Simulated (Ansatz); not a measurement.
## KBr (Fm-3m): from the cell to its phonons

The cell of KBr (Fm-3m) is at rest. What are its phonons? After the zone centre comes a 4×4×4 q mesh on a 8×8×8 k mesh.

Program: Ansatz 0.2.0. Level of theory: DFT PBE, scalar-relativistic, plane waves, PAW; PAW set soft_1. Results are calculated unless marked as measured.

**1. The structure**

It takes space group Fm-3m (No. 225, cubic). Conventional cell: a = 6.706 Å, b = 6.706 Å, c = 6.706 Å, α = 90.00°, β = 90.00°, γ = 90.00°. K has 6 Br at 3.35 Å nearest. Br has 6 K at 3.35 Å nearest. Farther neighbours and most contacts between anions are not listed.

**2. Modes at Γ**

The cell comes from relaxations at this level that are not shown. The zone centre comes first: it holds the modes that light can see, as far as symmetry allows. The response to a homogeneous field gives the Born charges and the dielectric tensor.

File input.yaml:

```yaml
crystal:
  lattice:
    - [0.0, 3.3528531246, 3.3528531246]
    - [3.3528531246, 0.0, 3.3528531246]
    - [3.3528531246, 3.3528531246, 0.0]
  atoms:
    - { symbol: K, position: [0.0, 0.0, 0.0] }
    - { symbol: Br, position: [0.5, 0.5, 0.5] }
kpoints:
  mp_grid: { grid: [8, 8, 8] }
hamiltonian:
  xc: pbe
  pseudopotentials: { kind: paw, azcp: { folder: soft_1 } }
scf:
  occupations: { method: fixed }
output:
  eigenvalues: true
phonons:
  method: dfpt
  dielectric: true
  rigid_motions: translations
```

Run with:

```bash
ansatz run input.yaml --threads 4 --pin off --max-ram 10240MiB --backend cpu --events-out ev --progress --plain --runs-dir out
```

Numbers of over 12 decimals in the logs are rounded to 6 here.

The log of the run:

```text
Engine: ansatz 0.2.0, aarch64-unknown-linux-gnu
Pseudopotentials: kind: paw
Pseudopotential: K, paw, valence charge 9, recommended cutoff 420 eV (normal), soft_1/K.paw.azcp
Pseudopotential: Br, paw, valence charge 7, recommended cutoff 420 eV (normal), soft_1/Br.paw.azcp
Functional definition: PBE
  parameter kappa = 0.804
  parameter beta = 0.066725
  exchange = pbe_x(kappa = kappa, mu = beta*pi^2/3)
  correlation = pbe_c(beta = beta)
Crystal: 2 atoms, lattice volume = 75.383 Å³
Basis set: ecut = 420 eV, 1459 PW (Γ), exchange–correlation on 64×64×64 points (8 copies of the dense FFT grid, shifted against one another)
Bands: 12, of which v1, the nominal top of the filled ones, is band 8 counted from 1 (7 counted from 0)
Symmetry: 48 space group operations
k-points: 59 of 512 (irreducible under 8 space group operations, time reversal used)
Non-local potential: K, projectors of the file, l = 0: 3, l = 1: 2, l = 2: 2
Non-local potential: Br, projectors of the file, l = 0: 2, l = 1: 2, l = 2: 2
PAW form: soft (Blöchl's): semilocal exchange-correlation on the pseudo side does not see the compensation charge
PAW one-centre angular grid: K, 110 points (default); XC on 64 Gauss nodes
PAW one-centre angular grid: Br, 110 points (default); XC on 64 Gauss nodes
Initial density: superposition of atomic densities (chi_scale 0.1, normalization cell, long waves kept (reshape's long-wave potential 0.00 eV rms))
Initial wavefunctions: pseudopotential atomic-orbital guess
Functional: x = pbe(κ = 0.804, μ = 0.219515), c = pbe(β = 0.066725)
SCF iter   1: F=—  HF=-4325.184701 eV  |F-HF|=—  |Δ(HF+E_count)|=         —  Δρ=3.49e-2  dr2=1.52e0  ethr=3.10e-3  ⟨swp⟩=4.5  Hψ=3845  notcnv=0  defer=88
preconditioner: auto → none  [insulator: Δε(μ)=3.250 eV  Ē_g=14.672 eV  n_scr=14 (ndim 8)  ℏωp=16.0 eV  f_vac=0.000  ε∞_Penn≈2.2]
SCF iter   2: F=—  HF=-4324.520034 eV  |F-HF|=—  |Δ(HF+E_count)|=   6.65e-1  Δρ=8.21e-3  dr2=7.65e-2  ethr=3.10e-3  ⟨swp⟩=3.0  Hψ=2000  notcnv=0  defer=110
SCF iter   3: F=—  HF=-4324.513033 eV  |F-HF|=—  |Δ(HF+E_count)|=   7.00e-3  Δρ=3.79e-3  dr2=1.04e-2  ethr=4.78e-4  ⟨swp⟩=2.4  Hψ=1089  notcnv=0  defer=116
SCF iter   4: F=—  HF=-4324.517742 eV  |F-HF|=—  |Δ(HF+E_count)|=   4.71e-3  Δρ=1.45e-3  dr2=2.70e-3  ethr=6.47e-5  ⟨swp⟩=2.6  Hψ=978  notcnv=0  defer=116
SCF iter   5: F=—  HF=-4324.518505 eV  |F-HF|=—  |Δ(HF+E_count)|=   7.63e-4  Δρ=2.82e-4  dr2=1.11e-4  ethr=1.69e-5  ⟨swp⟩=3.0  Hψ=1301  notcnv=0  defer=116
SCF iter   6: F=—  HF=-4324.518588 eV  |F-HF|=—  |Δ(HF+E_count)|=   8.36e-5  Δρ=3.14e-5  dr2=1.20e-6  ethr=6.93e-7  ⟨swp⟩=2.3  Hψ=1241  notcnv=0  defer=116
SCF iter   7: F=—  HF=-4324.518590 eV  |F-HF|=—  |Δ(HF+E_count)|=   1.32e-6  Δρ=2.58e-6  dr2=5.67e-9  ethr=7.48e-9  ⟨swp⟩=2.0  Hψ=1094  notcnv=0  defer=21
SCF iter   8: F=-4324.518590 eV  HF=-4324.518590 eV  |F-HF|=3.18e-11  |Δ(HF+E_count)|=   6.83e-9  Δρ=2.20e-7  dr2=1.77e-11  ethr=1.00e-12  ⟨swp⟩=8.0  Hψ=5576  notcnv=0
SCF 1 converged in 8 iterations: F = -4324.518590 eV  dr2 = 1.77e-11
  greatest PAW one-centre occupation: 0.987 electrons in one spin orbital (limit 2), on the K atom at site 0 (counted from 0), in its partial waves of l = 0
DFPT response loops at Γ: preconditioner auto → none (the input reference at scf.mixing.eps_inf says where Resta's filter doesn't serve); β = 0.50; Broyden in place of MSR1
SCF converged after 8 iterations
Free energy (F): -4324.518590 eV
Harris-Foulkes:  -4324.518590 eV  (|F-HF|=3.18e-11)
Internal energy: -4324.518590 eV  (E = F + TS)
E sigma→0 (E₀):  -4324.518590 eV
Fermi energy:    0.763690 eV
--- Per-component energies (eV) ---
  E_band       = -138.863716
  E_kinetic    = 386.956822
  E_local      = -838.442703  (includes V_loc(G=0)·N_el)
  E_nonlocal   = 63.935651
  E_hartree    = 279.118132
  E_xc         = -333.092717
  E_vxc        = -275.182740  (∫ρ·V_xc dr)
  E_paw        = -3095.618601  (= ΣΔE_a)
  E_vpaw       = -34.366949  (= ΣTr[D̂ρ^β])
  E_aug_tail   = -0.000006  (compensation charges beyond the density's cutoff)
  E_ewald      = -787.375168
  E_smearing   = -0.000000  (= −TS)
  E_closure    = -0.000000  (closes the sum)
  Σ components = -4324.518590   (vs F -4324.518590, Δ=0.00e0)
--- Band table (eV; the first three rows and the last of 59) ---
  k-point 0: bands = [... 4 lower, -10.5903, 0.7637, 0.7637, 0.7637, 5.0744, 8.3534, 8.3534, 8.3534]
  k-point 1: bands = [... 4 lower, -10.5524, 0.5588, 0.7174, 0.7174, 5.4474, 8.2475, 8.5291, 8.5291]
  k-point 2: bands = [... 4 lower, -10.4685, 0.1459, 0.6100, 0.6100, 6.2858, 8.1983, 9.0190, 9.0190]
  k-point 58: bands = [... 4 lower, -10.5019, 0.2155, 0.2155, 0.2744, 8.0933, 8.0933, 8.8369, 9.5593]
--- Phonons (Γ-DFPT): 2 representative perturbations + reference, on 59 of 512 k-points (Σ response iterations 6) ---
  k mesh reduced under 8 symmetry operations, with k and −k counted as one. Each operation leaves every solved perturbation unchanged. A smaller set is not considered because the run solves the response to a homogeneous field
  ASR residual: 2.251e-4 → 0.000e0 eV/Å²; symmetrization residual: 2.923e-6 eV/Å²
  ASR residual per site (eV/Å²): 3.55e-5 2.25e-4
  Γ frequencies (cm⁻¹): 0.00 0.00 0.00 100.25 100.25 100.25
  ε∞ (high-frequency dielectric tensor):
        2.497779    -0.000000    -0.000000
        0.000000     2.497779    -0.000000
        0.000000     0.000000     2.497779
  ε⁰ (static dielectric tensor: ions relaxed, cell fixed):
        5.687993    -0.000000    -0.000000
       -0.000000     5.687993    -0.000000
       -0.000000     0.000000     5.687993
  ε⁰ − ε∞ (ionic part):
        3.190214    -0.000000    -0.000000
       -0.000000     3.190214     0.000000
       -0.000000     0.000000     3.190214
  softest optical mode at Γ: 100.25 cm⁻¹; the repairs (sum rule, projections) moved no ω² at Γ by more than (0.94 cm⁻¹)²
  Born effective charges Z* (e; rows j = field, columns β = displacement):
    site 0:
         1.13555   -0.00000    0.00000
        -0.00000    1.13555   -0.00000
        -0.00000   -0.00000    1.13555
    site 1:
        -1.13555    0.00000    0.00000
         0.00000   -1.13555    0.00000
         0.00000    0.00000   -1.13555
  Z* charge neutrality: 1.770e-6 e pre-enforcement
  k-mesh period / interband length: 37.9 Å / 1.40 Å = 27.13 at k = (0.0000, 0.0000, 0.0000), direct gap 4.311 eV — 14 or more, which is no proof of convergence
  optical modes at Γ without the LO–TO term, one row a degenerate level:
      ω (cm⁻¹)  modes    IR ((D/Å)²/amu)
        100.25      3             3.3996
  optical modes at Γ + LO–TO along q̂ = [1.0000, 0.0000, 0.0000]:
      ω (cm⁻¹)  modes    IR ((D/Å)²/amu)
        100.25      2             2.2664
        151.28      1             1.1332
  optical modes at Γ + LO–TO along q̂ = [0.0000, 1.0000, 0.0000]:
      ω (cm⁻¹)  modes    IR ((D/Å)²/amu)
        100.25      2             2.2664
        151.28      1             1.1332
  optical modes at Γ + LO–TO along q̂ = [0.0000, 0.0000, 1.0000]:
      ω (cm⁻¹)  modes    IR ((D/Å)²/amu)
        100.25      2             2.2664
        151.28      1             1.1332
```

Run time: 6.7 s. Hardware: 4 threads of Arm Neoverse V1, shared host; peak memory 0.56 GiB; 25 s of CPU time.

In the SCF lines HF is the Harris–Foulkes energy and dr2 the Hartree energy of the density residual, in eV; the loop may stop once dr2 is under the threshold and the program's other checks hold. Hψ counts applications of the Hamiltonian.

Numbers from this step:

```yaml
gap_on_the_k_mesh: 4.311 eV
volume_per_atom: 37.69 Å³
sum_rule_residual_before_enforcement: 2.25e-4 eV/Å²
miss_of_the_charge_sum_rule: 1.77e-6 e
point_group: m-3m
highest_optical_mode_at_the_zone_centre_no_lo_to_term: 100.2 cm⁻¹
lowest_optical_zone_centre_mode: 100.2 cm⁻¹
mean_high_frequency_dielectric_constant: 2.498
largest_born_charge_third_of_the_trace: 1.135 e
mean_static_dielectric_constant: 5.688
top_of_the_zone_centre_spectrum_with_the_field: 151.3 cm⁻¹
```

Without the LO-TO term. Patterns of degenerate modes are one choice out of their space. The modes at Γ (shares of kinetic energy by element, %):

```
mode  frequency (cm⁻¹)  symmetry  K %  Br %
   1               0.0  acoustic   33    67
   2               0.0  acoustic   33    67
   3               0.0  acoustic   33    67
   4             100.2       T1u   67    33
   5             100.2       T1u   67    33
   6             100.2       T1u   67    33
```

Displacements in mode 5 (100.2 cm⁻¹), the largest set to 1:
```
K1   0.00  0.00  1.00
Br2  0.00  0.00 -0.49
```

Optical modes at the zone centre, without and with the macroscopic field of the longitudinal modes; each column is sorted by frequency, so a row need not hold one and the same mode. Modes with and without the field, by row:

```
rank among optical modes  no field (cm⁻¹)  q along (1, 0, 0) (cm⁻¹)
                       1            100.2                     100.2
                       2            100.2                     100.2
                       3            100.2                     151.3
```

Born charge (rows field, columns displacement) (e), principal values of the symmetric part by kind of site:

```
atom  atoms with these values    low  middle   high   mean
  K1                        1   1.14    1.14   1.14   1.14
 Br2                        1  -1.14   -1.14  -1.14  -1.14
```

In full for Br2:

```
-1.14  0.00  0.00
 0.00 -1.14  0.00
 0.00  0.00 -1.14
```

High-frequency dielectric tensor:

```
2.50 0.00 0.00
0.00 2.50 0.00
0.00 0.00 2.50
```

Static dielectric tensor (ions relaxed, fixed cell):

```
5.69 0.00 0.00
0.00 5.69 0.00
0.00 0.00 5.69
```

Transverse modes. Lines of the infrared spectrum (strongest = 100):

```
position (cm⁻¹)  label  relative intensity
            100    T1u                 100
```

Before it was imposed, the acoustic sum rule was missed by 2.3e-4 eV/Å² and the charge sum rule by 1.8e-6 e. Small misses are needed for a sound result but don't prove that mesh and cutoff are converged. The lowest optical mode is real, 100 cm⁻¹.

(Continued in part 2 of 3.)

[Logs are printed without paths, hosts, clocks, repeated set-up lines and the standing remarks that a program may print on its own settings, such as how far it seeks lower states.]

[Hosts, paths, dates, database ids (printed as entryN), source tags and the programs' standing remarks are cut or masked in the printed files.]
